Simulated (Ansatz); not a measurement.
# Relaxing a frame of liquid 1,3,5-triphenylbenzene from 473 K (126 atoms)

Aim: bring a frame of liquid 1,3,5-triphenylbenzene from 473 K (126 atoms) to a nearby minimum of the energy and see what moves.

Main program and level: Ansatz 0.2.0; Kohn-Sham DFT, RPBE+D3(BJ), PAW (set soft_2), plane waves.

Most raw output is cut from this account.

### 1. Starting point

The cell holds 126 atoms: 72 C and 54 H. Cell: a = 11.401 Å, b = 11.401 Å, c = 11.401 Å, α = 90.0°, β = 90.0°, γ = 90.0°. 3 1,3,5-triphenylbenzene placed at random, at 1.03 g/cm³; overlaps pushed apart, then 10 ps at 573 K with MMFF94 bonds, angles, torsions, charges and radii (Halgren, J. Comput. Chem. 17, 490 (1996)) in harmonic and 12-6 forms. Snapshot after 20 ps at 473 K and fixed volume.

Limits known from the start: The network of contacts between molecules at the start is that of the classical potential that made the cell. Only the Γ point is sampled, in a cell whose shortest periodic width is 11 Å.

### 2. Single point at the start

The forces at the start show how far the geometry lies from a minimum of this functional.

input.yaml

```yaml
crystal:
  lattice:
    - [11.40104, 0.0, 0.0]
    - [0.0, 11.40104, 0.0]
    - [0.0, 0.0, 11.40104]
  atoms:
    - { symbol: C, position: [0.94218, 0.3243, 0.18666] }
    - { symbol: C, position: [0.93082, 0.28107, 0.07594] }
    - { symbol: C, position: [0.95306, 0.34381, 0.98017] }
    - { symbol: C, position: [0.98294, 0.46042, 0.98383] }
    - { symbol: C, position: [0.00706, 0.50601, 0.09745] }
    - { symbol: C, position: [0.98268, 0.44352, 0.2] }
    - { symbol: C, position: [0.01376, 0.49063, 0.314] }
    - { symbol: C, position: [0.94862, 0.48777, 0.4152] }
    - { symbol: C, position: [0.97888, 0.53912, 0.52] }
    - { symbol: C, position: [0.90089, 0.52144, 0.6217] }
    - { symbol: C, position: [0.85472, 0.41283, 0.6425] }
    - { symbol: C, position: [0.77243, 0.40075, 0.7287] }
    - { symbol: C, position: [0.73464, 0.49291, 0.80115] }
    - { symbol: C, position: [0.79281, 0.59842, 0.78314] }
    - { symbol: C, position: [0.87642, 0.61668, 0.69581] }
    - { symbol: C, position: [0.0855, 0.59676, 0.52778] }
    - { symbol: C, position: [0.15538, 0.60462, 0.43246] }
    - { symbol: C, position: [0.243, 0.69103, 0.43333] }
    - { symbol: C, position: [0.26496, 0.76001, 0.33079] }
    - { symbol: C, position: [0.34403, 0.85217, 0.3367] }
    - { symbol: C, position: [0.40764, 0.88148, 0.44168] }
    - { symbol: C, position: [0.38429, 0.82119, 0.53848] }
    - { symbol: C, position: [0.30492, 0.71904, 0.53584] }
    - { symbol: C, position: [0.11632, 0.55466, 0.33048] }
    - { symbol: H, position: [0.93049, 0.27087, 0.26307] }
    - { symbol: H, position: [0.90212, 0.19015, 0.06754] }
    - { symbol: H, position: [0.95648, 0.29519, 0.89971] }
    - { symbol: H, position: [0.00505, 0.51033, 0.909] }
    - { symbol: H, position: [0.04892, 0.59487, 0.09777] }
    - { symbol: H, position: [0.86385, 0.44924, 0.40559] }
    - { symbol: H, position: [0.84692, 0.35566, 0.57423] }
    - { symbol: H, position: [0.73094, 0.31719, 0.74066] }
    [... 88 atom lines left out ...]
    - { symbol: H, position: [0.33991, 0.28466, 0.50959] }
    - { symbol: H, position: [0.15089, 0.25832, 0.60227] }
    - { symbol: H, position: [0.97769, 0.16567, 0.48722] }
    - { symbol: H, position: [0.01254, 0.1063, 0.30034] }
    - { symbol: H, position: [0.20082, 0.13612, 0.18727] }
    - { symbol: H, position: [0.40341, 0.4202, 0.38446] }
kpoints:
  mp_grid: { grid: [1, 1, 1] }
hamiltonian:
  xc: rpbe
  dispersion: d3bj
scf:
  occupations: { method: fermi_dirac, width: 0.05 }
output:
  forces: true
  stress: true
  populations: true
  dos:
    method: { smearing: { sigma: 0.15 } }
    de: 0.1
    projected: { site_lists: { C: [C], H: [H] } }
  eigenvalues: true
```

Command:

```sh
$ ansatz run input.yaml --threads 4 --pin off --max-ram 8192MiB --backend cpu --events-out ev --progress --plain --runs-dir out
```

Run time: 13 s. Hardware: 4 threads of Intel Xeon Platinum 8175M at 2.50GHz (Skylake/Cascade Lake), shared host; peak memory 1.6 GiB.

Read from the output:

```yaml
free_energy: -19046.4677 eV
free_energy_per_atom: -151.1624 eV/atom
scf_cycles: 9
pressure: 3.616 GPa
r_m_s_force_component: 1.242 eV/Å
longest_force: 4.771 eV/Å
fermi_energy: 1.531 eV
spacing_of_highest_filled_and_lowest_empty_level: 3.223 eV
spilling_of_the_projection: 0.0129
```

The r.m.s. force component of 1.2 eV/Å and the pressure of 3.6 GPa set the starting point.

Length of the force by element:

```
element  coordination  atoms  mean length of the force (eV/Å)  spread  least  most
      C           all     72                             2.33    1.13  0.263  4.77
      H           all     54                             1.16   0.729  0.233  3.25
```

### 3. Cell and atoms relaxed

Cell and atoms are freed together, to release stress as well as forces.

input.yaml, the sections that differ from step 2:

```yaml
output:
  forces: true
relax:
  f_tol: 0.03
  max_steps: 200
  cell: {}
# crystal, kpoints, hamiltonian, scf: as in step 2
```

Elapsed: 7.1 min, on 4 threads; peak memory 1.7 GiB.

The steps of the relaxation (22 of 48):

```
step  energy less that of the first step (eV)  largest force component (eV/Å)  pressure (GPa)  volume (Å³)
   1                                   0.0000                          4.5324            3.62      1481.95
   3                                  -7.3770                          0.9704            0.04      1447.66
   5                                  -7.8086                          0.0451           -0.01      1425.92
   8                                  -7.9757                          0.0796           -0.07      1396.49
  10                                  -8.0694                          0.2973           -0.10      1382.83
  12                                  -8.0921                          0.7871            0.38      1373.82
  14                                  -8.1614                          0.0602           -0.04      1372.77
  17                                  -8.2401                          0.1866           -0.20      1365.48
  19                                  -8.2921                          0.1757           -0.21      1356.58
  21                                  -8.3209                          0.0598            0.02      1353.21
  23                                  -8.3501                          0.2363           -0.11      1350.01
  26                                  -8.3970                          0.3011           -0.21      1345.18
  28                                  -8.4358                          0.0465            0.00      1340.03
  30                                  -8.4509                          0.0771           -0.02      1338.96
  32                                  -8.4612                          0.0869           -0.04      1338.63
  35                                  -8.4672                          0.0325            0.00      1338.08
  37                                  -8.4680                          0.0121            0.00      1338.32
  39                                  -8.4003                          0.0332           -0.02      1306.30
  41                                  -8.4314                          0.0106            0.02      1294.11
  44                                  -8.3922                          0.0622            0.00      1281.00
 46*                                  -8.3696                          0.0188           -0.01      1281.33
 48*                                  -8.3713                          0.0232            0.01      1278.63
```

Relaxation steps marked * repeat the geometry before them on a plane-wave basis chosen anew for their cell, so energy and pressure can jump there. Other such steps can lie between the rows shown. Relaxation steps 12, 20 were tried and not accepted.

```
     cell as run  before   after   change
           a (Å)  11.401  10.523   -7.7 %
           b (Å)  11.401  11.249   -1.3 %
           c (Å)  11.401  10.898   -4.4 %
           α (°)   90.00   89.36   -0.7 %
           β (°)   90.00   86.45   -3.9 %
           γ (°)   90.00   83.24   -7.5 %
volume (Å³/atom)   11.76   10.15  -13.7 %
```

The atoms that moved most (Å, as changes of fractional coordinates times the final cell):

```
atom      dx      dy      dz  length
 H82  -0.701   1.879   1.469   2.486
 H80   1.318  -1.640   0.349   2.132
 H79   1.205  -1.638  -0.151   2.039
 H83  -0.855   1.579   0.964   2.038
 H74   1.682   0.760  -0.690   1.970
 H77  -1.726  -0.349   0.796   1.932
 H73   1.534   0.775  -0.801   1.896
H123   0.316  -0.102   1.734   1.765
```

The relaxation changed the energy by -66.4 meV/atom, and atoms moved by 0.83 Å r.m.s., 2.5 Å at most.

### 4. Structure statistics after relaxation

Bonds before and after, by the cutoffs listed below:

```
pair  bonds before  bonds after  mean before (Å)  mean after (Å)  spread before (Å)  spread after (Å)
 C-C            81           81            1.396           1.409              0.034             0.025
 C-H            54           54            1.087           1.087              0.036             0.001
```

Density 1.19 g/cm³, 10.15 Å³ an atom.

g(r), total and by pair (bins of 0.1 Å):

```
r (Å)  total   C-C    C-H   H-H
 0.95   0.00  0.00   0.00  0.00
 1.05   5.99  0.00  12.20  0.00
 1.15   0.00  0.00   0.00  0.00
 1.25   0.00  0.00   0.00  0.00
 1.35   2.44  7.47   0.00  0.00
 1.45   2.80  8.58   0.00  0.00
 1.55   0.00  0.00   0.00  0.00
 1.65   0.00  0.00   0.00  0.00
 1.75   0.00  0.00   0.00  0.00
 1.85   0.00  0.00   0.00  0.00
 1.95   0.00  0.00   0.00  0.00
 2.05   0.09  0.00   0.00  0.49
 2.15   3.17  0.00   6.02  1.19
 2.25   0.30  0.00   0.00  1.65
 2.35   0.16  0.00   0.00  0.88
 2.45   2.66  5.38   0.00  4.92
 2.55   0.72  1.66   0.00  0.97
 2.65   0.53  0.00   0.88  0.50
 2.75   1.40  1.02   1.93  0.64
 2.85   0.69  0.79   0.52  0.95
 2.95   0.69  0.49   0.72  0.96
 3.05   0.54  0.30   0.73  0.45
 3.15   0.45  0.00   0.58  0.92
 3.25   0.57  0.00   0.84  0.86
 3.35   0.95  0.21   1.60  0.56
 3.45   1.47  0.56   2.33  0.82
 3.55   0.79  0.53   0.97  0.77
 3.65   0.82  0.94   0.71  0.89
 3.75   1.14  2.06   0.74  0.60
 3.85   1.15  0.72   1.61  0.66
 3.95   1.31  0.93   1.64  1.12
 4.05   1.21  1.05   1.43  0.89
 4.15   1.03  1.07   1.12  0.69
 4.25   1.06  1.13   0.91  1.31
 4.35   1.32  1.49   0.91  2.07
 4.45   1.02  0.91   0.90  1.54
 4.55   1.03  1.12   0.81  1.49
 4.65   1.08  0.89   1.34  0.74
 4.75   0.94  0.80   1.07  0.83
 4.85   0.99  1.27   0.87  0.83
 4.95   1.33  1.30   1.39  1.22
 5.05   1.03  1.11   1.01  0.96
 5.15   0.98  1.40   0.76  0.84
```

Bonds by pair of elements; cutoffs follow the first minimum of g(r), held within bounds set by covalent radii, and pairs that aren't listed don't count as bonded:

```
pair A-B  cutoff (Å)  bonds  mean length (Å)  spread (Å)  shortest (Å)  B about A  A about B
     C-C        1.85     81             1.41       0.025          1.39       2.25       2.25
     C-H        1.34     54             1.09       0.001          1.08       0.75          1
```

How many atoms have how many bonded neighbours:

```
element  mean   1   3
      C     3   0  72
      H     1  54   0
```

Bond angles (no mean is given where the spread exceeds 20°):

```
angle  count  mean (°)  spread (°)
C-C-C    108       120           1
C-C-H    108       120         0.5
```

Rings of the network by King's shortest-path rule, up to 12 atoms, one path for each pair of neighbours; H, halogens, alkali and alkaline-earth atoms are left out, and the last column divides by all other atoms, bonded or not:

```
ring size (atoms)  rings  per network atom
                6     12             0.167
```

First main peaks of g(r), for some of the pairs, lie near 1.4 Å (C-C) and 1.1 Å (C-H). By these cutoffs all C atoms have 3 and all H atoms have 1 bonded neighbour. The C-C-C angle averages 120° with a spread of 1.0°. All rings counted have 6 atoms.

[end of part 1 of 2]

[Logs are printed without paths, hosts, clocks, repeated set-up lines and the standing remarks that a program may print on its own settings, such as how far it seeks lower states.]

[Hosts, paths, dates, database ids (printed as entryN), source tags and the programs' standing remarks are cut or masked in the printed files.]

[The MMFF94 radii named for the starting cell were scaled by 0.96; in molecules described by MMFF94, hydrogen bound to N, O or S took a small fixed 12-6 site in their place.]
